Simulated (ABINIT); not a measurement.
## ZnSe (Stilleite): G0W0 with ABINIT, start to end

How does a plane-wave GW calculation on ZnSe (Stilleite) run from the first input to the gap?

Program: ABINIT 10.8.3. Level of theory: LDA and many-body steps on it, plane waves. Results are calculated unless marked as measured.

**What was measured.**

- Gap 2.695 ± 0.003 eV: excitonic gap from free-exciton PL, not corrected for exciton binding; photoluminescence; 300 K; bulk crystal (Bridgman-grown crystal, polished and etched) (“Alloy Disordering Effects on the Thermal Conductivity and Energy Gap Temperature Dependence of Cd1−xZnxSe Ternary Crystals Grown by the Bridgman Method”, 2023, pmc:10253836).

Most raw output is cut from this account.

## (1) The structure

Symmetry: F-43m, No. 216, cubic system. Conventional cell: a = 5.668 Å, b = 5.668 Å, c = 5.668 Å, α = 90.00°, β = 90.00°, γ = 90.00°. Nearest to Zn lie 4 Se at 2.45 Å. Se has 4 Zn at 2.45 Å nearest. Farther neighbours and most contacts between anions are not listed.

The cell and positions come from the Crystallography Open Database and are kept as given unless a step says otherwise.

## (2) Ground state

This step: ABINIT 10.8.3; DFT, LDA, plane waves, norm-conserving pseudopotentials.

The ground-state density comes first.

Contents of run.abi:

```
acell 3*1.0 Angstrom
rprim 
  -0.000000000000 2.833800000000 2.833800000000
  2.833800000000 -0.000000000000 2.833800000000
  2.833800000000 2.833800000000 0.000000000000
ntypat 2
znucl 30 34
natom 2
typat 1 2
xred 
  0.000000000000 0.000000000000 0.000000000000
  0.250000000000 0.250000000000 0.250000000000
pp_dirpath "pseudos"
pseudos "Zn.upf, Se.upf"
ecut 48
ngkpt 6 6 6
nshiftk 1
shiftk 0 0 0
kptopt 1
chksymbreak 0
nband 27
occopt 1
tolvrs 1e-10
nstep 60
prtwf 0
indata_prefix "in"
outdata_prefix "out"
tmpdata_prefix "tmp"
```

Launch:

```sh
OMP_NUM_THREADS=1 mpirun -n 4 abinit run.abi > log
```

Run time: 26 s. Hardware: 4 MPI ranks of Arm Neoverse V1, shared host; peak memory 0.35 GiB; 1.7 min of CPU time.

This step gave:

```yaml
total_energy: -14978.4699 eV
gap: 1.028 eV
k_of_the_valence_top: 0, 0, 0
k_of_the_conduction_bottom: 0, 0, 0
least_direct_gap: 1.028 eV
pressure: -4.605 GPa
```

The gap is direct, at Γ.

The cutoff was set for levels, not for stress, so the pressure can be off by some GPa.

## (3) Bands along the symmetry lines

Levels along a band path, at the cheap level, show where the edges lie and whether the meshes to come will hold them.

Contents of run.abi:

```
acell 3*1.0 Angstrom
rprim 
  -0.000000000000 2.833800000000 2.833800000000
  2.833800000000 -0.000000000000 2.833800000000
  2.833800000000 2.833800000000 0.000000000000
ntypat 2
znucl 30 34
natom 2
typat 1 2
xred 
  0.000000000000 0.000000000000 0.000000000000
  0.250000000000 0.250000000000 0.250000000000
pp_dirpath "pseudos"
pseudos "Zn.upf, Se.upf"
ecut 48
iscf -2
irdden 1
kptopt 0
nkpt 50
kpt 
  0.00000000 0.00000000 0.00000000
  -0.06250000 -0.06250000 0.00000000
  -0.12500000 -0.12500000 0.00000000
  -0.18750000 -0.18750000 0.00000000
  -0.25000000 -0.25000000 0.00000000
  -0.31250000 -0.31250000 0.00000000
  -0.37500000 -0.37500000 0.00000000
  -0.43750000 -0.43750000 0.00000000
  -0.50000000 -0.50000000 0.00000000
  -0.48437500 -0.48437500 0.03125000
  -0.46875000 -0.46875000 0.06250000
  -0.45312500 -0.45312500 0.09375000
  -0.43750000 -0.43750000 0.12500000
  -0.42187500 -0.42187500 0.15625000
  -0.40625000 -0.40625000 0.18750000
  -0.39062500 -0.39062500 0.21875000
  -0.37500000 -0.37500000 0.25000000
  -0.37500000 0.00000000 0.37500000
  -0.32812500 0.00000000 0.32812500
  -0.28125000 0.00000000 0.28125000
  -0.23437500 0.00000000 0.23437500
  -0.18750000 0.00000000 0.18750000
  -0.14062500 0.00000000 0.14062500
  -0.09375000 0.00000000 0.09375000
  -0.04687500 0.00000000 0.04687500
  0.00000000 0.00000000 0.00000000
  0.00000000 0.00000000 0.06250000
  0.00000000 0.00000000 0.12500000
  0.00000000 0.00000000 0.18750000
  0.00000000 0.00000000 0.25000000
  0.00000000 0.00000000 0.31250000
  0.00000000 0.00000000 0.37500000
  0.00000000 0.00000000 0.43750000
  0.00000000 0.00000000 0.50000000
  -0.06250000 -0.03125000 0.46875000
  -0.12500000 -0.06250000 0.43750000
  -0.18750000 -0.09375000 0.40625000
  -0.25000000 -0.12500000 0.37500000
  -0.31250000 -0.15625000 0.34375000
  -0.37500000 -0.18750000 0.31250000
  -0.43750000 -0.21875000 0.28125000
  -0.50000000 -0.25000000 0.25000000
  -0.50000000 -0.28125000 0.21875000
  -0.50000000 -0.31250000 0.18750000
  -0.50000000 -0.34375000 0.15625000
  -0.50000000 -0.37500000 0.12500000
  -0.50000000 -0.40625000 0.09375000
  -0.50000000 -0.43750000 0.06250000
  -0.50000000 -0.46875000 0.03125000
  -0.50000000 -0.50000000 0.00000000
istwfk *1
nband 32
nbdbuf 5
tolwfr 1e-07
nstep 50
prtwf 0
prtvol 0
indata_prefix "in"
outdata_prefix "out"
tmpdata_prefix "tmp"
```

Elapsed: 29 s, on 4 MPI ranks; peak memory 0.39 GiB; 1.9 min of CPU time.

Numbers from this step:

| Property | Result |
| --- | --- |
| gap | 1.028 eV |
| k of the valence top | 0, 0, 0 |
| k of the conduction bottom | 0, 0, 0 |
| least direct gap | 1.028 eV |

The gap is 1.028 eV, as in the run before at this level.

Electronic bands along the path, in eV, zero at the top of the highest filled band:

```tsv
point	band 19	band 20	band 21	band 22	band 23	band 24	band 25	band 26
Γ	-6.29	0.00	0.00	0.00	1.03	5.72	5.72	5.72
halfway	-6.27	-2.96	-1.26	-1.26	3.80	3.85	7.93	7.93
X	-6.12	-4.83	-2.20	-2.20	2.81	3.33	10.50	11.09
halfway	-6.08	-4.81	-2.59	-2.10	3.09	3.92	9.78	10.38
U	-6.03	-4.78	-3.13	-1.80	3.43	5.47	8.88	9.17
jump to K	-6.03	-4.78	-3.13	-1.80	3.43	5.47	8.88	9.17
halfway	-6.27	-3.41	-1.77	-0.50	3.63	5.81	6.53	6.60
Γ	-6.29	0.00	0.00	0.00	1.03	5.72	5.72	5.72
halfway	-6.29	-3.12	-0.48	-0.48	2.56	6.35	6.35	6.40
L	-6.14	-5.29	-0.87	-0.87	2.35	6.30	6.30	8.35
halfway	-6.08	-4.96	-2.45	-1.48	4.08	5.41	7.30	8.53
W	-5.99	-4.75	-2.80	-2.69	5.35	5.44	6.81	7.57
halfway	-6.05	-4.79	-2.51	-2.46	3.72	4.16	9.07	9.14
X	-6.12	-4.83	-2.20	-2.20	2.81	3.33	10.50	11.09
```

## (4) Empty states on the mesh, 4×4×4 mesh, 167 bands

The sums over transitions need many empty states on a uniform mesh; this step solves for them.

Contents of run.abi:

```
acell 3*1.0 Angstrom
rprim 
  -0.000000000000 2.833800000000 2.833800000000
  2.833800000000 -0.000000000000 2.833800000000
  2.833800000000 2.833800000000 0.000000000000
ntypat 2
znucl 30 34
natom 2
typat 1 2
xred 
  0.000000000000 0.000000000000 0.000000000000
  0.250000000000 0.250000000000 0.250000000000
pp_dirpath "pseudos"
pseudos "Zn.upf, Se.upf"
ecut 48
ngkpt 4 4 4
nshiftk 1
shiftk 0 0 0
kptopt 1
chksymbreak 0
irdden 1
istwfk *1
nband 167
prtvol 0
optdriver 6
gwr_task "HDIAGO"
paral_kgb 0
occopt 1
indata_prefix "in"
outdata_prefix "out"
tmpdata_prefix "tmp"
```

Elapsed: 2.8 min, on 4 MPI ranks; peak memory 5.3 GiB; 11 min of CPU time.

This step gave:

```
gap                                                           : 1.028 eV
k of the valence top                                          : 0, 0, 0
k of the conduction bottom                                    : 0, 0, 0
least direct gap                                              : 1.028 eV
k points computed                                             : 8
lowest point of the top converged band, above the valence top : 110.1673 eV
```

On this mesh the gap is 1.028 eV.

## (5) Screening, 4×4×4 mesh, 159 bands, screening to 179.6 eV

The RPA dielectric matrix is built and inverted for each q.

This step: RPA screening on LDA, plane waves, norm-conserving pseudopotentials.

Edit run.abi of step 4 so:

```diff
@@ -20,10 +20,11 @@
 chksymbreak 0
-irdden 1
 istwfk *1
-nband 167
-prtvol 0
-optdriver 6
-gwr_task "HDIAGO"
-paral_kgb 0
 occopt 1
+irdwfk 1
+optdriver 3
+nband 159
+ecuteps 6.6
+inclvkb 2
+awtr 1
+symchi 1
 indata_prefix "in"
```

It took 89 s on 4 MPI ranks; peak memory 1.4 GiB.

Numbers from this step:

- ε∞ with local fields, on this mesh, along the program's q direction: 19.56
- the same without local fields: 20.65
- plasma frequency: 36.51 eV
- plane waves in the screening matrix: 259

Local fields lower ε∞ by 5 %. On a Γ-centred mesh this coarse the value itself is usually too large, while a short band sum pulls it down.

## (6) Self-energy, 4×4×4 mesh, 159 bands, screening to 179.6 eV

The self-energy is evaluated for the states that the input lists, and the levels follow from it, in one-shot runs by the linearised quasiparticle equation.

This step: G0W0 on LDA, plane waves, norm-conserving pseudopotentials.

Edit run.abi of step 5 so:

```diff
@@ -23,8 +23,19 @@
 irdwfk 1
-optdriver 3
+optdriver 4
 nband 159
+gwcalctyp 0
+ecutsigx 48
+symsigma 1
+nkptgw 3
+kptgw 
+  0.0000000000 0.0000000000 0.0000000000
+  0.5000000000 0.0000000000 0.0000000000
+  0.5000000000 0.5000000000 0.0000000000
+bdgw 
+  20 26
+  21 25
+  21 24
 ecuteps 6.6
-inclvkb 2
-awtr 1
-symchi 1
+irdscr 1
+ppmodel 1
 indata_prefix "in"
```

It took 28 s on 4 MPI ranks; peak memory 1.2 GiB; 1.9 min of CPU time.

This step gave:

| Quantity | Value |
| --- | --- |
| G0W0 gap on the points computed | 1.990 eV |
| starting gap on the mesh | 1.028 eV |
| k of the valence top | 0, 0, 0 |
| k of the conduction bottom | 0, 0, 0 |
| Z at the valence top | 0.799 |
| Z at the conduction bottom | 0.815 |
| least direct G0W0 gap on the computed points | 1.990 eV |

The gap on the mesh goes from 1.03 eV to 1.99 eV, a correction of +0.96 eV.

Limits: finite bands, cutoff and mesh; no spin-orbit coupling; coarse k mesh. v1 is the top filled band, c1 the lowest empty one. The levels before and after the correction (eV, zero at the valence-band top of each column):

```tsv
	conduction bottom	valence top
Kohn-Sham	1.03	0.00
G0W0	1.99	0.00
```

```tsv
	level	energy (eV)
Kohn-Sham	Γ v3-v1	0.000
Kohn-Sham	Γ c1	1.028
Kohn-Sham	Γ c2-c4	5.717
G0W0	Γ v3-v1	0.000
G0W0	Γ c1	1.990
G0W0	Γ c2-c4	6.666
```

## (7) Where the time went

Times are wall times on 4 MPI ranks of Arm Neoverse V1, shared host, good to a factor of about two.

```tsv
step	time	share	memory (GiB)
ground state	26 s	8 %	0.35
bands along the symmetry lines	29 s	9 %	0.39
empty states on the mesh	2.8 min	49 %	5.3
screening	89 s	26 %	1.4
self-energy	28 s	8 %	1.2
```

## (8) Summary of results

```json
{"LDA gap": "1.03 eV, direct", "G0W0 gap on the mesh": "1.99 eV", "GW settings": "4×4×4 mesh, 159 bands, screening to 179.6 eV, Godby-Needs plasmon pole", "known limits": "not at the basis limit; no spin-orbit coupling; coarse k mesh"}
```

What this shows: G0W0 moves the gap on the mesh from 1.03 eV to 1.99 eV (+0.96 eV), with Z of 0.80 and 0.81 at the edges. Local fields lower the RPA ε∞ on this mesh from 20.65 to 19.56; a Γ-centred mesh this coarse tends to raise both, most where the direct gap is narrow, while a short band sum lowers them. Only 3 of the mesh's irreducible points were corrected, so a valley elsewhere could overtake. The dearest step here is «empty states on the mesh». Against experiment, by G0W0@LDA: the direct gap of 1.99 eV lies −0.70 eV from the measured 2.695 ± 0.003 eV (exciton, 300 K, 2023). An exciton line or allowed optical edge lies below the quasiparticle gap by the binding energy; a forbidden edge can push the onset above it. The calculation has static nuclei and no excitons; a measured gap holds zero-point and thermal motion, which mostly lowers it. Against the values above the computed gap that would widen the miss. A likelier cause is too strong a screening: the start's gap is only 1.03 eV, the mesh is coarse, and one shot does not repair that. Bands and cutoff are finite, so the gap is not at the basis limit. The miss can reach some tenths of an eV and take either sign; the mesh is an error of its own. In the G0W0 run levels were corrected at 3 k points alone, so a gap called «on the mesh» is the least over those, and an edge elsewhere would be missed. The 4×4×4 mesh is coarse for this cell, which bears on the long-range parts of exchange and screening. The many-body steps are scalar-relativistic: spin-orbit coupling is not in them.

[Paths, hosts, dates, memory and timing lines, banners, echoed tables and standing remarks are left out of the program output.]

[Logs are printed without paths, hosts, clocks, repeated set-up lines and the standing remarks that a program may print on its own settings, such as how far it seeks lower states.]

[Runs of the session that timed out or met a known fault of the program may be left out.]

[No measured gap is set beside runs whose start may be inverted or whose files or cutoffs have a known fault.]

[Hosts, paths, dates, database ids (printed as entryN), source tags and the programs' standing remarks are cut or masked in the printed files.]

[G0W0 gaps are taken among the corrected bands and points alone; a level outside them can change the order at an edge.]

[Where Ansatz stands beside ABINIT at settings called matched, ABINIT's density can come from a denser mesh and the files from another edition; pairs whose starting gaps differed by over 0.03 eV were left out, so agreement reads better than it is.]
